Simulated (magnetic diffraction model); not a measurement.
## Which magnetic order? BaFeI₄

Space group Cmc2_1 (no. 36), a = 5.7600 Å, b = 19.7610 Å, c = 8.0930 Å.

```
site  atom    x       y       z
  4a    Ba  1/2  0.6463  0.9608
  4a     I  1/2  0.5784  0.5161
  4a     I    0  0.5268  0.8275
  4a     I    0  0.6677  0.2344
  4a     I    0  0.6969  0.7060
  4a    Fe    0  0.5873  0.4972
```

This is a made-up structure (elements placed in a structure type, unrelaxed), so the numbers test the method and describe no known phase.

Only Fe is taken to order (form factors of Fe2+); orders and moment sizes are assumed, and not adapted to the symmetry. Radiation: neutrons of λ = 1.909 Å, 8° to 30°; isotropic B of 0.35 Å² (Ba), 0.41 Å² (I) and 0.68 Å² (Fe). The intensities are simulated: I ∝ L Σ (|F_N|² + |F_M⊥|²) for unpolarised neutrons, with F_M = 2.695 fm/μB × Σ f(s) S exp(2πi Q·r) exp(−B s²) at Q = H ± k (one set where k and −k are equivalent), only the part normal to Q counting and L = 1/(sin²θ cos θ). For collinear order S is the moment m, which repeats by lattice and centring translations R with the sign exp(−2πi k·R). Form factors are spin-only for 3d ions and dipole or tabulated for f ions, scattering lengths are Sears's of 1992, and absorption is left out. A label names one of the reflections at its angle. The strongest nuclear line in the range is 100, and lines under 0.2 are left out.

Above the ordering temperature:

```
2θ (°)    index      I
 11.09  (0 2 0)   26.4
 17.54  (0 2 1)   80.8
 19.88  (1 1 0)  100.0
 22.28  (0 4 0)   33.9
 24.13  (1 1 1)   65.9
 25.43  (1 3 0)    1.6
 26.17  (0 4 1)   97.3
 27.29  (0 0 2)   12.8
 28.92  (1 3 1)   18.4
 29.54  (0 2 2)   57.3
```

Below it (cell unchanged):

```tsv
2θ (°)	I
11.09	26.4
14.64	37.9
16.66	0.3
17.54	80.8
19.88	100.0
21.54	58.5
22.12	2.9
22.28	33.9
24.13	65.9
25.43	1.6
26.03	27.1
26.17	97.3
27.29	12.8
27.86	22.9
27.95	13.2
28.92	18.4
29.49	5.3
29.54	57.3
```

**Question.** Find the propagation vector, then choose among these models:
A. collinear moments along [100], 3.35 μB on Fe; signs + at (0, 0.5873, 0.4972), − at (1/2, 0.9127, 0.9972)
B. collinear moments along [100], 3.35 μB on Fe; signs + at (0, 0.5873, 0.4972), + at (1/2, 0.9127, 0.9972)
C. collinear moments along [101], 3.35 μB on Fe; signs + at (0, 0.5873, 0.4972), − at (1/2, 0.9127, 0.9972)
D. collinear moments along [101], 3.35 μB on Fe; signs + at (0, 0.5873, 0.4972), + at (1/2, 0.9127, 0.9972)

The new lines index as (0 1 1) at 14.64°, (0 3 1) at 21.54°, (1 2 0) at 22.12° and (1 2 1) at 26.03°, that is as H ± k with k = (0 1 0). The indices are whole but break the lattice centring, so the moments reverse under a centring translation, those with k·t a half-integer. Below the range, at 5.54°, lies the magnetic line (0 1 0) with 381.

Magnetic intensity, observed (below minus above) and for each model:

| 2θ (°) | index | observed | A | B | C | D |
| --- | --- | --- | --- | --- | --- | --- |
| 14.64 | (0 1 1) | 37.9 | 37.9 | 101.6 | 16.4 | 43.9 |
| 16.66 | (0 3 0) | 0.3 | 0.3 | 52.3 | 0.3 | 52.3 |
| 19.08 | (1 0 0) | <0.2 | <0.2 | <0.2 | 25.8 | <0.2 |
| 21.54 | (0 3 1) | 58.5 | 58.5 | 0.3 | 43.0 | 0.2 |
| 22.12 | (1 2 0) | 2.9 | 2.9 | 11.1 | 8.6 | 32.8 |
| 23.47 | (1 0 1) | <0.2 | <0.2 | 16.1 | <0.2 | 26.6 |
| 26.03 | (1 2 1) | 27.1 | 27.1 | 7.1 | 37.5 | 9.9 |
| 27.86 | (0 1 2) | 22.9 | 22.9 | 8.5 | 8.3 | 3.1 |

Model A matches.

The absence at (1 0 0) is telling: Q lies along the moments there, so the part normal to Q vanishes.

The structure used: k = (0 1 0), collinear moments along [100], 3.35 μB on Fe; signs + at (0, 0.5873, 0.4972), − at (1/2, 0.9127, 0.9972).

[Logs are printed without paths, hosts, clocks, repeated set-up lines and the standing remarks that a program may print on its own settings, such as how far it seeks lower states.]
